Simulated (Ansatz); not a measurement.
# LiH (Fm-3m): converging a phonon calculation

Aim: how dense must the meshes and how high the cutoff be for the phonons of LiH (Fm-3m)?

Method: DFT PBE, scalar-relativistic, plane waves, PAW, in Ansatz 0.2.0.

The database entry behind the starting cell differs from later determinations by our own check (the deuteride, about 0.2 % short), so it need not match the best structure at ambient conditions.

## Step 1: Set-up

It takes space group Fm-3m (No. 225, cubic). The conventional cell has a = 4.007 Å, b = 4.007 Å, c = 4.007 Å, α = 90.00°, β = 90.00°, γ = 90.00°. Nearest to Li lie 6 H at 2.00 Å. H has 6 Li at 2.00 Å nearest. Farther neighbours are not listed.

## Step 2: Tight relaxation

Phonons need a cell at rest on their own settings, so the relaxation is repeated with tight tolerances on forces and stress on the k mesh and occupations of the first response run.

Contents of input.yaml:

```yaml
crystal:
  lattice:
    - [0.0, 2.0033987323, 2.0033987323]
    - [2.0033987323, 0.0, 2.0033987323]
    - [2.0033987323, 2.0033987323, 0.0]
  atoms:
    - { symbol: Li, position: [0.0, 0.0, 0.0] }
    - { symbol: H, position: [0.5, 0.5, 0.5] }
kpoints:
  mp_grid: { grid: [12, 12, 12] }
hamiltonian:
  xc: pbe
scf:
  occupations: { method: fixed }
output:
  forces: true
  stress: true
  eigenvalues: true
  write_density: true
  write_potential: true
  elf: true
  volumetric_format: npy
relax:
  adjacent_minimum: "off"
  f_tol: 0.001
  max_steps: 60
  cell: { stress_tol: 0.01 }
```

Started as:

```bash
$ ansatz run input.yaml --threads 4 --pin off --max-ram 7168MiB --backend cpu --events-out ev --progress --plain --runs-dir out
```

Numbers of over 12 decimals in the logs are rounded to 6 here.

The program printed:

```text
Engine: ansatz 0.2.0, aarch64-unknown-linux-gnu
Pseudopotentials: kind: paw
Pseudopotential: Li, paw, valence charge 3, recommended cutoff 420 eV (normal), Li.paw.azcp
Pseudopotential: H, paw, valence charge 1, recommended cutoff 420 eV (normal), H.paw.azcp
Functional definition: PBE
  parameter kappa = 0.804
  parameter beta = 0.066725
  exchange = pbe_x(kappa = kappa, mu = beta*pi^2/3)
[...]
--- Relaxed structure (1 steps of the walk, 1 accepted, 1 SCFs on fresh bases) ---
  F+E_penalty+E_count = -221.39176020 eV   max|allowed force component| = 2.441e-30 eV/Å   (the final SCF, on the basis selected at the relaxed cell)
  cell:  # Å, volume = 16.0817 Å³
    - [0.0, 2.0033987323, 2.0033987323]
    - [2.0033987323, 0.0, 2.0033987323]
    - [2.0033987323, 2.0033987323, 0.0]
  atoms:
    - { symbol: Li, position: [0.0, 0.0, 0.0] }
    - { symbol: H, position: [0.500000, 0.500000, 0.500000] }
[key lines of the parts left out:]
SCF converged after 6 iterations
Free energy (F): -221.391760 eV
Fermi energy:    0.742862 eV
P = ⅓ Tr σ = 0.0060 GPa (0.060 kbar)
```

Run time: 0.62 s. Hardware: 4 threads of Arm Neoverse V1, shared host; peak memory 0.26 GiB; 1.8 s of CPU time.

Little changed from the start: no atom moved by 0.005 Å and no cell edge by 0.1 %.

This step gave:

```
pressure           : 0.006004 GPa
gap on the k-mesh  : 2.984 eV
volume per atom    : 8.041 Å³
direct gap on mesh : 2.984 eV
```

Electrostatic potential energy in the ac plane of the conventional cell at fractional y = 0.500, with atoms of Li and H within 0.2 Å of it. With pseudopotentials it is smooth inside the atoms' cores, unlike the true potential.

Ten even steps from '0' (-35 eV) to '9' (4 eV), each cell a mean:
```
16998521369994
89999754689999
99999988899999
99999999999999
67899999999986
24799965899863
02699810599841
13699941699852
46899998999975
88999999999998
99999999999999
99999866789999
58998632479996
05998410269981
```
Columns run along a (4.0 Å; values clipped at the 3rd and 97th percentile), rows up along c (4.0 Å), edges of the conventional cell, whose origin can differ from the input's. Atoms in or near the plane, at fractional coordinates: Li at (0.50, 0.00), Li at (0.00, 0.50), H at (0.00, 0.00), H at (0.50, 0.50).

Valence density in the ac plane of the conventional cell at fractional y = 0.500, with atoms of Li and H within 0.2 Å of it. It is the smooth field of the valence electrons, not physical close to the nuclei.

Ten steps, logarithmic in the rise over the least value, from '0' (0.1 e/Å³) to '9' (7.9 e/Å³), each cell a mean:
```
54210489720235
33200145300123
21100001000012
00000011100000
31001223210002
86101345421037
98302356531159
97202355421048
53001233320014
10000122110000
11000000000001
32100023100122
54210378610134
65311599830235
```
Columns run along a (4.0 Å), rows up along c (4.0 Å), edges of the conventional cell, whose origin can differ from the input's. Atoms in or near the plane, at fractional coordinates: Li at (0.50, 0.00), Li at (0.00, 0.50), H at (0.00, 0.00), H at (0.50, 0.50).

ELF in the ac plane of the conventional cell at fractional y = 0.500, with atoms of Li and H within 0.2 Å of it. It is the smooth field of the valence electrons, not physical close to the nuclei.

Ten even steps from '_' (0.42 × 1e-1) to '@' (9.99 × 1e-1), each cell a mean:
```
@@@@@@++__::%%@@**__..%%@@@@
@@@@%%==____::--..__..**@@@@
%%##++::____________..--**%%
......__::==++**++--........
..____..++%%@@@@@@##--______
##==__..##@@@@@@@@@@++__..**
@@##....%%@@@@@@@@@@**__--@@
@@**__..%%@@@@@@@@@@++__::%%
--..__..**@@@@@@@@%%==____::
______..--**%%%%##++::______
**++--..............__::==++
@@@@##--______..____..++%%@@
@@@@@@++__..**##==__..##@@@@
@@@@@@**__--@@@@##....%%@@@@
```
Columns run along a (4.0 Å), rows up along c (4.0 Å), edges of the conventional cell, whose origin can differ from the input's. Atoms in or near the plane, at fractional coordinates: Li at (0.50, 0.00), Li at (0.00, 0.50), H at (0.00, 0.00), H at (0.50, 0.50).

The forces vanish by symmetry and the pressure is 0.006 GPa, within the tolerances set. The cell now holds 8.04 Å³/atom.

## Step 3: Response at finite wavevector

Stability and thermal properties need the whole zone. Linear response on a 4×4×4 q mesh gives force constants as far as a supercell of that size would, and the tensors from the zone-centre run are typed in so that the long-range dipole term is interpolated apart.

input.yaml, the sections that differ from step 2:

```yaml
output:
  eigenvalues: true
phonons:
  method: dfpt
  qmesh: [4, 4, 4]
  temperatures: { t_max: 1000, t_step: 50 }
  qpath:
    path:
      - [[0.0, 0.0, 0.0], [0.5, 0.0, 0.5], [0.625, 0.25, 0.625]]
      - [[0.375, 0.375, 0.75], [0.0, 0.0, 0.0], [0.5, 0.5, 0.5], [0.5, 0.25, 0.75], [0.5, 0.0, 0.5]]
    npoints: 10
  non_analytic_term:
    high_frequency_dielectric_tensor: [[4.3796, 0.0, 0.0], [0.0, 4.3796, 0.0], [0.0, 0.0, 4.3796]]
    born_effective_charges:
      - { species: Li, tensor: [[1.0191, 0.0, 0.0], [0.0, 1.0191, 0.0], [0.0, 0.0, 1.0191]] }
      - { species: H, tensor: [[-1.0191, 0.0, 0.0], [0.0, -1.0191, 0.0], [0.0, 0.0, -1.0191]] }
    source: "zone-centre run at this cell"
# crystal, kpoints, hamiltonian, scf: as in step 2
# relax: removed
```

The program printed:

```text
[...]
Crystal: 2 atoms, lattice volume = 16.082 Å³
Basis set: ecut = 420 eV, 331 PW (Γ), exchange–correlation on 40×40×40 points (8 copies of the dense FFT grid, shifted against one another)
Bands: 6, of which v1, the nominal top of the filled ones, is band 2 counted from 1 (1 counted from 0)
Symmetry: 48 space group operations
k-points: 72 of 1728
[...]
SCF iter   1: F=—  HF=-221.391696 eV  |F-HF|=—  |Δ(HF+E_count)|=         —  Δρ=9.36e-4  dr2=6.48e-5  ethr=1.77e-3  ⟨swp⟩=3.5  Hψ=2989  notcnv=0  defer=123
[...]
SCF iter   6: F=-221.391760 eV  HF=-221.391760 eV  |F-HF|=5.68e-13  |Δ(HF+E_count)|=  1.78e-11  Δρ=7.46e-8  dr2=3.22e-13  ethr=1.00e-12  ⟨swp⟩=5.3  Hψ=1974  notcnv=0
SCF 1 converged in 6 iterations: F = -221.391760 eV  dr2 = 3.22e-13
[...]
NSCF: frozen V_eff on 72 k-points
[...]
DFPT response loops at q = (0, 0, 0) (fractional): preconditioner auto → none (the input reference at scf.mixing.eps_inf says where Resta's filter doesn't serve); β = 0.50; Broyden in place of MSR1
[...]
SCF converged after 6 iterations
Free energy (F): -221.391760 eV
[...]
Internal energy: -221.391760 eV  (E = F + TS)
E sigma→0 (E₀):  -221.391760 eV
Fermi energy:    0.742861 eV
[...]
--- Band table (eV; the first three rows and the last of 72) ---
[...]
--- Phonons (Γ-DFPT): 2 representative perturbations + reference (Σ response iterations 7) ---
  ASR residual: 3.051e-5 → 0.000e0 eV/Å²; symmetrization residual: 1.554e-7 eV/Å²
  ASR residual per site (eV/Å²): 6.96e-6 3.05e-5
  Γ frequencies (cm⁻¹): 0.00 0.00 0.00 585.18 585.18 585.18
--- Phonons (arbitrary-q DFPT): 8 irreducible q on the 4×4×4 mesh ---
  q = [0.0000, 0.0000, 0.0000] (star 1, of the zone-centre solve; hermiticity 2.80e-7, symmetrization 2.23e-13): -0.00 -0.00 0.00 585.18 585.18 585.18
  q = [0.0000, 0.0000, 0.2500] (star 8, 2 solved perturbations on 936 of 1728 k-point pairs; hermiticity 9.70e-8, symmetrization 8.97e-14): 201.30 201.30 360.05 708.68 708.68 1081.75
[...]
q = [0.0000, 0.2500, 0.2500] (star 6, 4 solved perturbations in 1608 linear systems a pass and spin channel, the states on 510 of 1728 k-point pairs; hermiticity 7.66e-8, symmetrization 3.08e-14): 246.70 246.70 334.20 716.72 716.72 1061.41
[...]
sum rule: each row above includes the acoustic sum rule's correction from the zone centre's row sums; it moved no ω² by more than (2.87 cm⁻¹)²
  mesh force constants: q→R imaginary residual 1.15e-18; ASR residual 3.051e-5 → 0.000e0 eV/Å²; symmetrization residual 2.665e-15 eV/Å²
  interpolated dispersion: 63 rows × 6 modes
  density of states and harmonic sums: on the 28×28×28 q-mesh, interpolated from the force constants of a 4×4×4 supercell (with the dipole–dipole term of supplied tensors)
  largest difference from the sums on the solved wave vectors: F 7.11e-3 eV, S 1.13e-5 and C_V 3.86e-6 eV/K
  zero-point energy: 0.223426 eV/cell   skipped modes (ω ≤ 0): 3   left out of the sums: 2.28e-5 of the cell's modes: C_V's classical limit lies that fraction below 3 k_B per atom; for a crystal, a wire or a layer, F and S can be off by more, and a phonons.interpolated_qmesh denser along its periods is the remedy for the sampling
```

Elapsed: 22 s, on 4 threads; peak memory 0.58 GiB; 81 s of CPU time.

This step gave:

```
sum-rule residual before enforcement                       : 3.05e-5 eV/Å²
lowest frequency on the path                               : 0 cm⁻¹
point group                                                : m-3m
highest frequency on the path or at a solved wavevector    : 1082 cm⁻¹
mean frequency                                             : 600.7 cm⁻¹
Debye temperature (second moment)                          : 1242 K
logarithmic mean frequency                                 : 523 cm⁻¹
highest optical mode at the zone centre (no LO-TO term)    : 585.2 cm⁻¹
lowest optical zone-centre mode                            : 585.2 cm⁻¹
lowest mode on the q mesh (acoustic modes at Γ apart)      : 201.3 cm⁻¹
zero-point energy per atom                                 : 111.7 meV
heat capacity at 300 K                                     : 13.69 J/(mol atoms K)
vibrational entropy at 300 K                               : 9.651 J/(mol atoms K)
edges of the widest gap between branches, on path and mesh : 520.7, 585.2 cm⁻¹
```

Frequencies (cm⁻¹) solved at each irreducible wavevector; negative means imaginary. Frequencies by wavevector, by row:

| q in reciprocal lattice units | star | mode 1 | mode 2 | mode 3 | mode 4 | mode 5 | mode 6 |
| --- | --- | --- | --- | --- | --- | --- | --- |
| 0 0 0 | 1 | 0 | 0 | 0 | 585.2 | 585.2 | 585.2 |
| 0 0 0.25 | 8 | 201.3 | 201.3 | 360.1 | 708.7 | 708.7 | 1082 |
| 0 0 -0.5 | 4 | 272.3 | 272.3 | 520.7 | 770.1 | 770.1 | 1066 |
| 0 0.25 0.25 | 6 | 246.7 | 246.7 | 334.2 | 716.7 | 716.7 | 1061 |
| 0 0.25 -0.5 | 24 | 293.7 | 325.2 | 434.6 | 792.9 | 858.9 | 1022 |
| 0 0.25 -0.25 | 12 | 259.6 | 322.9 | 431 | 772.6 | 830.3 | 1037 |
| 0 -0.5 -0.5 | 3 | 313.7 | 313.7 | 413.7 | 821.9 | 821.9 | 1034 |
| 0.25 -0.5 -0.25 | 6 | 348 | 372.1 | 372.1 | 871.1 | 934.6 | 934.6 |

Interpolated from a 4×4×4 q mesh, with the LO-TO term (at Γ the limit along the path; where Γ stands inside the path, tables give the limit on arrival). The phonon branches at the labelled points (cm⁻¹):

| point | branch 1 | branch 2 | branch 3 | branch 4 | branch 5 | branch 6 |
| --- | --- | --- | --- | --- | --- | --- |
| Γ | 0 | 0 | 0 | 585 | 585 | 1080 |
| halfway | 247 | 247 | 334 | 717 | 717 | 1061 |
| X | 314 | 314 | 414 | 822 | 822 | 1034 |
| halfway | 312 | 337 | 408 | 820 | 857 | 1020 |
| U | 306 | 387 | 390 | 812 | 931 | 977 |
| jump to K | 306 | 387 | 390 | 812 | 931 | 977 |
| halfway | 216 | 274 | 383 | 738 | 753 | 1064 |
| Γ | 0 | 0 | 0 | 585 | 585 | 1080 |
| halfway | 201 | 201 | 360 | 709 | 709 | 1082 |
| L | 272 | 272 | 521 | 770 | 770 | 1066 |
| halfway | 293 | 325 | 459 | 797 | 861 | 1023 |
| W | 348 | 372 | 372 | 871 | 935 | 935 |
| halfway | 331 | 335 | 402 | 848 | 858 | 1006 |
| X | 314 | 314 | 414 | 822 | 822 | 1034 |

The phonon branches as a text plot (rows in cm⁻¹):

```
   1060 |*********             ***********************
   1015 |         *******   ***                       **     ****
    970 |                ***                            *  **
    925 |                ***                            ****
    879 |              **   *                         ** *****
    834 |           ******   **                      *  *    ****
    789 |        ***      ******                ********
    744 |       *              **            ***
    699 |    ***                 *         **
    654 |   *                     **      *
    609 | **                        **  **
    564 |*                            **
    519 |                                       ****
    474 |                                     **    ***
    428 |           ****   *****             *         **     ***
    383 |       ****    ****    *                        *****
    338 |      *      ***   ***  *          *         **********
    293 |    **  ************  **          *     ********       *
    248 |   *  **            *** ***      *   ***
    203 |    **                 *****       **
    158 |  **                     **     ***
    113 |  *                        **   *
     68 | *                          *  *
     23 |*                            **
         Γ           X  U|K            Γ         L        W     X
```

Symmetry leaves 8 wavevectors to solve. The lowest mode among them, the acoustic zeros apart, lies at q = (0, 0, 0.25) and is real, 201 cm⁻¹.

## Step 4: Another q mesh, q mesh 2×2×2

The q mesh is changed to 2×2×2, to see how far the force constants must reach.

Changes to input.yaml since step 3:

```diff
@@ -18,3 +18,3 @@
   method: dfpt
-  qmesh: [4, 4, 4]
+  qmesh: [2, 2, 2]
   temperatures: { t_max: 1000, t_step: 50 }
```

The program printed:

```text
[...]
Crystal: 2 atoms, lattice volume = 16.082 Å³
Basis set: ecut = 420 eV, 331 PW (Γ), exchange–correlation on 40×40×40 points (8 copies of the dense FFT grid, shifted against one another)
Bands: 6, of which v1, the nominal top of the filled ones, is band 2 counted from 1 (1 counted from 0)
Symmetry: 48 space group operations
k-points: 72 of 1728
[...]
SCF iter   1: F=—  HF=-221.391696 eV  |F-HF|=—  |Δ(HF+E_count)|=         —  Δρ=9.36e-4  dr2=6.48e-5  ethr=1.77e-3  ⟨swp⟩=3.5  Hψ=2989  notcnv=0  defer=123
[...]
SCF iter   6: F=-221.391760 eV  HF=-221.391760 eV  |F-HF|=5.68e-13  |Δ(HF+E_count)|=  1.78e-11  Δρ=7.46e-8  dr2=3.22e-13  ethr=1.00e-12  ⟨swp⟩=5.3  Hψ=1974  notcnv=0
SCF 1 converged in 6 iterations: F = -221.391760 eV  dr2 = 3.22e-13
[...]
SCF converged after 6 iterations
Free energy (F): -221.391760 eV
[...]
Internal energy: -221.391760 eV  (E = F + TS)
E sigma→0 (E₀):  -221.391760 eV
Fermi energy:    0.742861 eV
[...]
--- Band table (eV; the first three rows and the last of 72) ---
[...]
ASR residual: 3.051e-5 → 0.000e0 eV/Å²; symmetrization residual: 1.554e-7 eV/Å²
  ASR residual per site (eV/Å²): 6.96e-6 3.05e-5
  Γ frequencies (cm⁻¹): 0.00 0.00 0.00 585.18 585.18 585.18
--- Phonons (arbitrary-q DFPT): 3 irreducible q on the 2×2×2 mesh ---
[...]
interpolated dispersion: 63 rows × 6 modes
[...]
```

Wall time 3.8 s (4 threads); peak memory 0.38 GiB.

This step gave:

```
highest frequency on the path or at a solved wavevector : 1080 cm⁻¹
mean frequency                                          : 598.8 cm⁻¹
lowest mode on the q mesh (acoustic modes at Γ apart)   : 272.3 cm⁻¹
```

Frequencies (cm⁻¹) solved at each irreducible wavevector; negative means imaginary. Frequencies by wavevector, by row:

| q in reciprocal lattice units | star | mode 1 | mode 2 | mode 3 | mode 4 | mode 5 | mode 6 |
| --- | --- | --- | --- | --- | --- | --- | --- |
| 0 0 0 | 1 | 0 | 0 | 0 | 585.2 | 585.2 | 585.2 |
| 0 0 -0.5 | 4 | 272.3 | 272.3 | 520.7 | 770.1 | 770.1 | 1066 |
| 0 -0.5 -0.5 | 3 | 313.7 | 313.7 | 413.7 | 821.9 | 821.9 | 1034 |

Interpolated from a 2×2×2 q mesh, rough between the solved points, with the LO-TO term (at Γ the limit along the path; where Γ stands inside the path, tables give the limit on arrival). Phonon branches along the path, in cm⁻¹:

| point | branch 1 | branch 2 | branch 3 | branch 4 | branch 5 | branch 6 |
| --- | --- | --- | --- | --- | --- | --- |
| Γ | 0 | 0 | 0 | 585 | 585 | 1080 |
| halfway | 258 | 258 | 344 | 714 | 714 | 1054 |
| X | 314 | 314 | 414 | 822 | 822 | 1034 |
| halfway | 309 | 338 | 410 | 821 | 846 | 1018 |
| U | 297 | 388 | 399 | 817 | 904 | 974 |
| jump to K | 297 | 388 | 399 | 817 | 904 | 974 |
| halfway | 224 | 289 | 387 | 708 | 744 | 1053 |
| Γ | 0 | 0 | 0 | 585 | 585 | 1080 |
| halfway | 213 | 213 | 364 | 678 | 678 | 1075 |
| L | 272 | 272 | 521 | 770 | 770 | 1066 |
| halfway | 287 | 330 | 467 | 799 | 857 | 1007 |
| W | 339 | 380 | 380 | 848 | 930 | 930 |
| halfway | 326 | 337 | 406 | 835 | 854 | 1003 |
| X | 314 | 314 | 414 | 822 | 822 | 1034 |

The phonon branches as a text plot (rows in cm⁻¹):

```
   1058 |***********            *********************
   1013 |           *****    ***                     **      ****
    968 |                ** *                          **  **
    923 |                 **                            ****
    878 |               **  *                         **    **
    833 |           *******  **                      *  *********
    788 |        ***       *****                ********
    743 |       *              **             **
    698 |    ***                **          **
    653 |   *                    ***       *
    608 |***                        *******
    563 |
    518 |                                       *****
    473 |                                     **     **
    428 |         *******  *****             *         **     ***
    383 |       **       ****   *           *            *****
    338 |      *      ***    *** *                    **********
    293 |    ** *************   *          *    *********       *
    248 |   *  *             *** ***      *  ***
    203 |   ***                 *****      **
    158 |  *                      ***    **
    113 |  *                        **   *
     68 | *                          *  *
     23 |*                            **
         Γ           X  U|K            Γ         L        W     X
```

The mean frequency is 598.8 cm⁻¹, -1.9 cm⁻¹ against the base run.

On this path the spectrum ends at 1080 cm⁻¹ (at Γ). No branch goes imaginary on this path.

## Step 5: Another q mesh, q mesh 3×3×3

The q mesh is changed to 3×3×3, to see how far the force constants must reach.

Changes to input.yaml since step 4:

```diff
@@ -18,3 +18,3 @@
   method: dfpt
-  qmesh: [2, 2, 2]
+  qmesh: [3, 3, 3]
   temperatures: { t_max: 1000, t_step: 50 }
```

The program printed:

```text
[...]
Crystal: 2 atoms, lattice volume = 16.082 Å³
Basis set: ecut = 420 eV, 331 PW (Γ), exchange–correlation on 40×40×40 points (8 copies of the dense FFT grid, shifted against one another)
Bands: 6, of which v1, the nominal top of the filled ones, is band 2 counted from 1 (1 counted from 0)
Symmetry: 48 space group operations
k-points: 72 of 1728
[...]
E sigma→0 (E₀):  -221.391760 eV
Fermi energy:    0.742861 eV
[...]
--- Band table (eV; the first three rows and the last of 72) ---
[...]
ASR residual: 3.051e-5 → 0.000e0 eV/Å²; symmetrization residual: 1.554e-7 eV/Å²
  ASR residual per site (eV/Å²): 6.96e-6 3.05e-5
  Γ frequencies (cm⁻¹): 0.00 0.00 0.00 585.18 585.18 585.18
--- Phonons (arbitrary-q DFPT): 4 irreducible q on the 3×3×3 mesh ---
[...]
interpolated dispersion: 63 rows × 6 modes
[...]
[key lines of the parts left out:]
SCF converged after 6 iterations
Free energy (F): -221.391760 eV
```

Wall time 9.8 s (4 threads); peak memory 0.45 GiB.

The mean frequency is 600.3 cm⁻¹, -0.4 cm⁻¹ against the base run.

[end of part 1 of 3]

[Logs are printed without paths, hosts, clocks, repeated set-up lines and the standing remarks that a program may print on its own settings, such as how far it seeks lower states.]

[Hosts, paths, dates, database ids (printed as entryN), source tags and the programs' standing remarks are cut or masked in the printed files.]
